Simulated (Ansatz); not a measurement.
# The valence band of H3CCl as photoemission sees it

What would valence photoemission of H3CCl look like, and what sets its shape?

Program: Ansatz 0.2.0. Level of theory: DFT, PBEsol, plane-wave PAW, default files, scalar-relativistic, in the first sound run; inputs show where later runs differ. Results are calculated unless marked as measured.

This is a report of a sequence of runs, with most program output left out.

## (1) The structure

It takes space group Cmc2_1 (No. 36, orthorhombic). Conventional cell: a = 6.501 Å, b = 5.121 Å, c = 7.652 Å, α = 90.00°, β = 90.00°, γ = 90.00°. Nearest to Cl lie 1 C at 1.79 Å. C has 3 H at 1.10 Å and 1 Cl at 1.79 Å nearest. Nearest to H lie 1 C at 1.10 Å. Nearest to H lie 1 C at 1.10 Å. Farther neighbours and most contacts between anions are not listed.

Coordinates:

```cif
data_structure
_symmetry_space_group_name_H-M 'Cmc2_1'
_symmetry_Int_Tables_number 36
_cell_length_a 6.5007
_cell_length_b 5.1210
_cell_length_c 7.6517
_cell_angle_alpha 90.000
_cell_angle_beta 90.000
_cell_angle_gamma 90.000
_cell_volume 254.73
loop_
_atom_site_label
_atom_site_type_symbol
_atom_site_symmetry_multiplicity
_atom_site_Wyckoff_symbol
_atom_site_fract_x
_atom_site_fract_y
_atom_site_fract_z
_atom_site_occupancy
Cl1 Cl 4 a 0.50000 0.36426 0.74687 1
C1 C 4 a 0.50000 0.12514 0.57585 1
H1 H 8 b 0.36161 0.15423 0.49657 1
H2 H 4 a 0.50000 0.93021 0.63645 1
```

## (2) The base run

First the ground state, then the DOS by atom and shell, which the cross sections turn into spectra. The DOS is taken on a denser mesh than the density.

File input.yaml:

```yaml
crystal:
  lattice:
    - [3.250369, -2.560506, 0.0]
    - [3.250369, 2.560506, 0.0]
    - [0.0, 0.0, 7.651655]
  atoms:
    - { symbol: Cl, position: [0.864263, 0.135737, 0.253132] }
    - { symbol: Cl, position: [0.135737, 0.864263, 0.753132] }
    - { symbol: C, position: [0.62514, 0.37486, 0.424152] }
    - { symbol: C, position: [0.37486, 0.62514, 0.924152] }
    - { symbol: H, position: [0.515832, 0.20738, 0.503435] }
    - { symbol: H, position: [0.79262, 0.484168, 0.503435] }
    - { symbol: H, position: [0.484168, 0.79262, 0.003435] }
    - { symbol: H, position: [0.20738, 0.515832, 0.003435] }
    - { symbol: H, position: [0.430208, 0.569792, 0.363546] }
    - { symbol: H, position: [0.569792, 0.430208, 0.863546] }
kpoints:
  mp_grid: { grid: [6, 6, 4] }
  band_path:
    path:
      - [[0.0, 0.0, 0.0], [0.5, 0.5, 0.0], [0.594859, 0.405141, 0.0]]
      - [[0.405141, -0.405141, 0.0], [0.0, 0.0, 0.0], [0.0, 0.0, -0.5], [0.405141, -0.405141, -0.5]]
      - [[0.594859, 0.405141, -0.5], [0.5, 0.5, -0.5], [0.5, 0.5, 0.0]]
      - [[0.0, 0.0, 0.0], [0.5, 0.0, 0.0], [0.5, 0.0, -0.5]]
    npoints: 10
scf:
  occupations: { method: fermi_dirac, width: 0.02 }
  n_extra_bands: 24
hamiltonian:
  xc: pbesol
  pseudopotentials: { kind: paw }
output:
  forces: true
  stress: true
  dos:
    projected: true
    de: 0.05
    e_range: [-36, 12]
    nscf_kmesh: { grid: [10, 10, 6] }
  fatbands: true
```

Run with:

```
$ ansatz run input.yaml --threads 2 --pin off --max-ram 4096MiB --backend cpu --events-out ev --progress --plain --runs-dir out
```

Wall time 42 s (2 threads of Arm Neoverse V2, shared host); peak memory 0.53 GiB.

This step gave:

* free energy: -2711.2736 eV
* Fermi energy: 1.480 eV
* symmetry operations: 4
* pressure: -0.2532 GPa
* gap on the k-mesh: 5.425 eV
* zero of energy: valence-band maximum
* share of occupied states in no projected shell: 0.0106 of the occupied states in the window
* gap on the path: 5.422 eV
* least direct gap on the path: 5.477 eV
* valence top on path: 0 eV

Electronic bands along the path, in eV, zero at the valence-band maximum; v1 is the highest filled band, c1 the lowest empty one:

```
     point     v4     v3     v2     v1    c1    c2
         Γ  -0.63  -0.38  -0.35  -0.05  6.05  6.27
   halfway  -0.72  -0.43  -0.36  -0.24  6.32  6.52
         Y  -0.96  -0.93  -0.34   0.00  6.29  6.42
   halfway  -0.92  -0.92  -0.31   0.00  6.29  6.35
        F0  -0.88  -0.79  -0.22  -0.01  6.20  6.27
jump to Δ0  -0.88  -0.79  -0.22  -0.01  6.20  6.27
   halfway  -0.56  -0.26  -0.07  -0.05  5.49  6.56
         Γ  -0.63  -0.38  -0.35  -0.05  6.05  6.27
   halfway  -0.59  -0.40  -0.33  -0.10  5.83  5.91
         Z  -0.50  -0.50  -0.21  -0.21  5.68  5.68
   halfway  -0.30  -0.30  -0.17  -0.17  6.14  6.14
        B0  -0.52  -0.52  -0.43  -0.43  6.09  6.09
jump to G0  -0.52  -0.52  -0.43  -0.43  6.09  6.09
   halfway  -0.62  -0.62  -0.44  -0.44  5.99  5.99
         T  -0.66  -0.66  -0.45  -0.45  5.95  5.95
   halfway  -0.87  -0.78  -0.43  -0.13  6.08  6.18
         Y  -0.96  -0.93  -0.34   0.00  6.29  6.42
 jump to Γ  -0.63  -0.38  -0.35  -0.05  6.05  6.27
   halfway  -0.42  -0.41  -0.21  -0.15  5.66  6.67
         S  -0.44  -0.33  -0.20  -0.07  6.03  6.26
   halfway  -0.46  -0.39  -0.14  -0.04  6.16  6.35
         R  -0.46  -0.46  -0.05  -0.05  6.38  6.38
```

Of the projections kept (Cl s, Cl p, C s, C p, H s, not projected), the largest for each band there; the rest of the weight can lie on other orbitals:

```
point         v4         v3         v2         v1        c1        c2
    Γ  Cl p 0.86  Cl p 0.90  Cl p 0.87  Cl p 0.87  C p 0.30  H s 0.47
    Y  Cl p 0.88  Cl p 0.85  Cl p 0.84  Cl p 0.81  C p 0.44  C p 0.40
   F0  Cl p 0.86  Cl p 0.86  Cl p 0.84  Cl p 0.82  C p 0.32  C p 0.46
   Δ0  Cl p 0.86  Cl p 0.86  Cl p 0.84  Cl p 0.82  C p 0.32  C p 0.46
    Γ  Cl p 0.86  Cl p 0.90  Cl p 0.87  Cl p 0.87  C p 0.30  H s 0.47
    Z  Cl p 0.88  Cl p 0.88  Cl p 0.88  Cl p 0.88  C p 0.23  C p 0.23
```

The DOS has structure finer than the step of the table below, so its rows give means over 2 eV, whole bins alone (the curve runs from -16.1 to 14.7 eV). Peaks (eV: height): total -14.4: 23.7, -9.7: 16.2, -3.3: 19.7, -0.1: 15.2; Cl 3p -3.3: 9.44, -0.1: 12.8, 6.4: 2.16; C 2p -14.4: 1.55, -3.6: 6.05, -3.3: 7.10, 6.4: 2.93; H 1s -9.7: 4.58, -3.6: 3.11, -3.3: 2.18, 9.0: 2.28; C 2s -14.4: 3.90, -9.6: 6.03, 6.1: 0.907.

Table of DOS by E, zero at the valence-band maximum; means over each step; values in states/eV/cell:

```
E (eV)    total    Cl 3p    C 2p    H 1s     C 2s    Cl 3s
   -14     2.00   0.0466   0.127   0.159    0.330     1.33
   -12        0        0       0       0        0        0
   -10     2.00    0.133  0.0916   0.553    0.747    0.446
    -8        0        0       0       0        0        0
    -6        0        0       0       0        0        0
    -4     6.00     1.63    2.87    1.32  0.00756   0.0865
    -2  0.00283  0.00246  6.5e-5  2.9e-4        0        0
     0     4.00     3.41   0.235   0.319  0.00713  0.00107
     2        0        0       0       0        0        0
     4        0        0       0       0        0        0
     6     2.02    0.518   0.668   0.172    0.261   0.0981
     8     2.97    0.114   0.473   0.905    0.130   0.0201
    10     4.01   0.0548   0.443   0.937    0.100  0.00530
    12     3.53   0.0290   0.252   0.324   0.0414  0.00350
```

Simulated valence spectra by photon energy, shown to 13 eV, since a deeper line would dwarf them at some energies; the 100 % can be that line's tail at the edge; this run's widths, added to any smearing of the DOS itself: Gaussian 0.6 eV, Lorentzian 0.05 eV plus 0.08 an eV of depth. Table of intensity by binding energy, zero at the valence-band maximum; values in % of the maximum within 13 eV:

```
binding energy (eV)  100 eV  250 eV  1486.7 eV  5414.7 eV
               -1.0    1.02   0.941       1.03       1.40
               -0.5    5.78    5.67       5.76       6.14
                0.0    64.2    64.0       64.0       64.1
                0.5    86.9    87.1       87.1       87.2
                1.0    19.5    19.4       19.5       20.0
                1.5    2.86    2.52       2.66       3.40
                2.0    2.64    2.03       2.20       3.26
                2.5    6.10    4.60       4.92       7.27
                3.0    28.6    22.0       23.4       33.8
                3.5    53.5    36.9       36.8       50.6
                4.0    43.3    25.1       21.6       26.2
                4.5    22.0    12.7       10.8       12.9
                5.0    6.02    3.63       3.47       5.01
                5.5    2.44    1.58       1.84       3.42
                6.0    1.61    1.12       1.54       3.34
                6.5    1.36    1.00       1.58       3.76
                7.0    1.38    1.07       1.84       4.63
                7.5    1.66    1.32       2.41       6.24
                8.0    2.36    1.91       3.60       9.45
                8.5    4.25    3.46       6.57       17.3
                9.0    10.3    8.41       15.9       41.9
                9.5    22.7    18.4       34.7       91.1
               10.0    20.1    16.3       30.9       81.2
               10.5    8.44    6.93       13.4       35.7
               11.0    3.95    3.33       6.84       18.8
               11.5    2.67    2.34       5.26       15.0
               12.0    2.43    2.23       5.46       16.1
               12.5    2.82    2.70       7.07       21.4
```

Maxima picked by a test of local sharpness, so broad peaks and shoulders can be missing; peaks within 0.45 eV of a curve's cut are left out. Valence peaks, by row:

```
photon energy (eV)  binding energy (eV)  height (% of the maximum within 13 eV)  main shell  its share (%)
               100                14.46                                   20.67       Cl 3s          68.42
               100                9.712                                   24.74        C 2s          57.53
               100                3.512                                   53.77       Cl 3p          51.12
               100               0.3122                                     100       Cl 3p          94.66
               250                14.46                                   20.93       Cl 3s          79.76
               250                9.712                                   20.09        C 2s          48.75
               250                3.412                                   37.85       Cl 3p          78.74
               250               0.3122                                     100       Cl 3p          98.43
              1487                14.46                                   59.43       Cl 3s          92.93
              1487                9.712                                   37.88       Cl 3s          66.74
              1487                3.362                                   38.61       Cl 3p          77.77
              1487               0.3122                                     100       Cl 3p          99.19
              5415                14.46                                   184.2       Cl 3s          96.75
              5415                9.712                                   99.41       Cl 3s          82.07
              5415                3.362                                   54.31       Cl 3p          54.88
              5415               0.3122                                     100       Cl 3p          98.46
```

The intensity has structure finer than the step of the table below, so its rows give means over 1 eV, whole bins alone (the curve runs from -16.1 to 1.46 eV). Peaks (eV: height): Cl K-beta -3.4: 35.3, -0.3: 99.9; Cl K-beta, E along x -0.3: 150; Cl K-beta, E along y -3.4: 43.1, -0.3: 80.1; Cl K-beta, E along z -3.3: 48.0, -0.3: 69.4; Cl L2,3 -14.4: 99.6, -9.7: 46.0, -3.3: 13.9.

Shapes are the site's partial DOS without matrix elements, which overweights lines from ligand s bands. Intensity against emission energy less the core level's binding energy, zero at the valence-band maximum; means over each step; 7 of 9 lines; values in % of the unpolarised maximum:

```
emission energy less the core level's binding energy (eV)  Cl K-beta  Cl K-beta, E along x  Cl K-beta, E along y  Cl K-beta, E along z  Cl L2,3    C K  C K, E along x
                                                      -15      0.737                 0.158                 0.967                  1.09     67.7   2.30           0.134
                                                      -14      0.799                 0.184                  1.04                  1.17     69.7   2.40           0.155
                                                      -13      0.553                 0.216                 0.686                 0.757     19.7  0.799           0.157
                                                      -12      0.602                 0.261                 0.736                 0.809     8.85  0.514           0.191
                                                      -11       1.07                 0.323                  1.36                  1.52     10.0  0.770           0.252
                                                      -10       2.46                 0.414                  3.27                  3.71     34.5   2.61           0.370
                                                       -9       2.05                 0.539                  2.65                  2.96     21.2   1.81           0.499
                                                       -8       1.30                 0.746                  1.52                  1.62     4.81  0.896           0.751
                                                       -7       1.54                  1.15                  1.71                  1.77     2.24   1.20            1.35
                                                       -6       2.76                  2.18                  3.03                  3.07     1.47   2.62            3.27
                                                       -5       8.45                  6.89                  9.29                  9.16     1.42   16.6            22.3
                                                       -4       26.1                  16.7                  29.7                  31.8     5.16   85.2             111
                                                       -3       25.8                  10.5                  31.8                  35.2     8.24   42.4            36.3
                                                       -2       12.1                  12.0                  12.1                  12.3     1.01   4.13            4.10
                                                       -1       47.3                  68.2                  38.8                  34.9    0.576   4.74            6.38
                                                        0       70.9                   106                  57.0                  49.5    0.490   9.83            14.4
```

Sums over each group's atoms; left-over states aren't shared out by site. Site centres, by row:

```
group  element  shell  occupied states  centre of occupied part (eV)  centre up to the window's top (eV)
  Cl1       Cl     3s            3.723                        -12.81                              -11.54
  Cl1       Cl     3p            10.44                        -1.733                             -0.6465
   C3        C     2s            2.184                        -11.04                              -4.183
   C3        C     2p            6.638                        -4.129                              0.7285
   H5        H     1s            3.135                        -5.503                               2.575
   H9        H     1s            1.565                        -5.433                               2.692
```

Window up to 14.7 eV. Shell moments, by row:

```
element  shell  occupied states an atom  centre of occupied part (eV)  rms width of occupied part (eV)  centre up to the window's top (eV)  rms width up to the window's top (eV)
     Cl     3s                    1.862                        -12.81                            2.925                              -11.54                                  5.613
     Cl     3p                    5.219                        -1.733                            2.342                             -0.6465                                  3.693
      C     2s                    1.092                        -11.04                            2.442                              -4.183                                  9.619
      C     2p                    3.319                        -4.129                             2.49                              0.7285                                  6.738
      H     1s                   0.7834                         -5.48                            3.844                               2.614                                  8.202
```

Shapes are the site's partial DOS without matrix elements, which overweights lines from ligand s bands. Emission peaks, by row:

```
                line  energy (eV)  height (%)
           Cl K-beta       -3.412       35.31
           Cl K-beta      -0.3122         100
Cl K-beta, E along x       -3.912       18.38
Cl K-beta, E along x      -0.3122       150.4
Cl K-beta, E along y       -3.412       43.32
Cl K-beta, E along y      -0.3122       80.17
Cl K-beta, E along z       -9.662       4.414
Cl K-beta, E along z       -3.362       48.18
Cl K-beta, E along z      -0.3122       69.42
             Cl L2,3       -14.46         100
             Cl L2,3       -9.712       46.26
             Cl L2,3       -3.312       13.92
                 C K       -3.812         100
                 C K      -0.2622       16.62
      C K, E along x       -3.812       133.6
      C K, E along x      -0.2622       24.57
      C K, E along y       -14.46        4.72
      C K, E along y       -9.662       4.469
      C K, E along y       -3.812        87.4
      C K, E along y      -0.2622       13.62
      C K, E along z       -14.46       5.236
      C K, E along z       -9.712       5.529
      C K, E along z       -3.462       84.82
      C K, E along z      -0.2622       11.68
```

Recipe: projected DOS times atomic cross section and asymmetry factor (unpolarised light, 60° from the beam), occupied states only, Fermi edge at 20 K, a Lorentzian width of 0.05 eV growing by 0.08 eV per eV of binding energy, and a resolution of 0.6 eV. Curves are cut 10 eV under the photon energy, above any shell that the free atom's threshold puts out of reach, or at the lower edge of the window: 16.2 eV at 100 eV, 16.2 eV at 250 eV, 16.2 eV at 1486.7 eV and 16.2 eV at 5414.7 eV. Matrix elements of the solid and inelastic losses aren't modelled, nor non-dipole terms, which matter above 3 keV.

Share of each shell in the spectrum's area (%), by photon energy:

```
shell  100 eV  250 eV  1486.7 eV  5414.7 eV
Cl 3s    16.4    22.5       50.3       75.4
Cl 3p    50.5    61.1       41.5       19.2
 C 2s    13.1    10.5        7.4        5.2
 C 2p    17.0     5.1        0.6        0.1
 H 1s     3.0     0.9        0.2        0.1
```

At this level the gap is 5.42 eV on the path.

[end of part 1 of 2]

[Logs are printed without paths, hosts, clocks, repeated set-up lines and the standing remarks that a program may print on its own settings, such as how far it seeks lower states.]

[Hosts, paths, dates, database ids (printed as entryN), source tags and the programs' standing remarks are cut or masked in the printed files.]

[Maps of the electrostatic potential energy from Ansatz leave out the sawtooth potential of an applied field or a dipole correction, so their vacuum need not be flat; work functions include it.]

[Peak lists hold at most the 14 tallest peaks of each spectrum; further lines can be left out.]
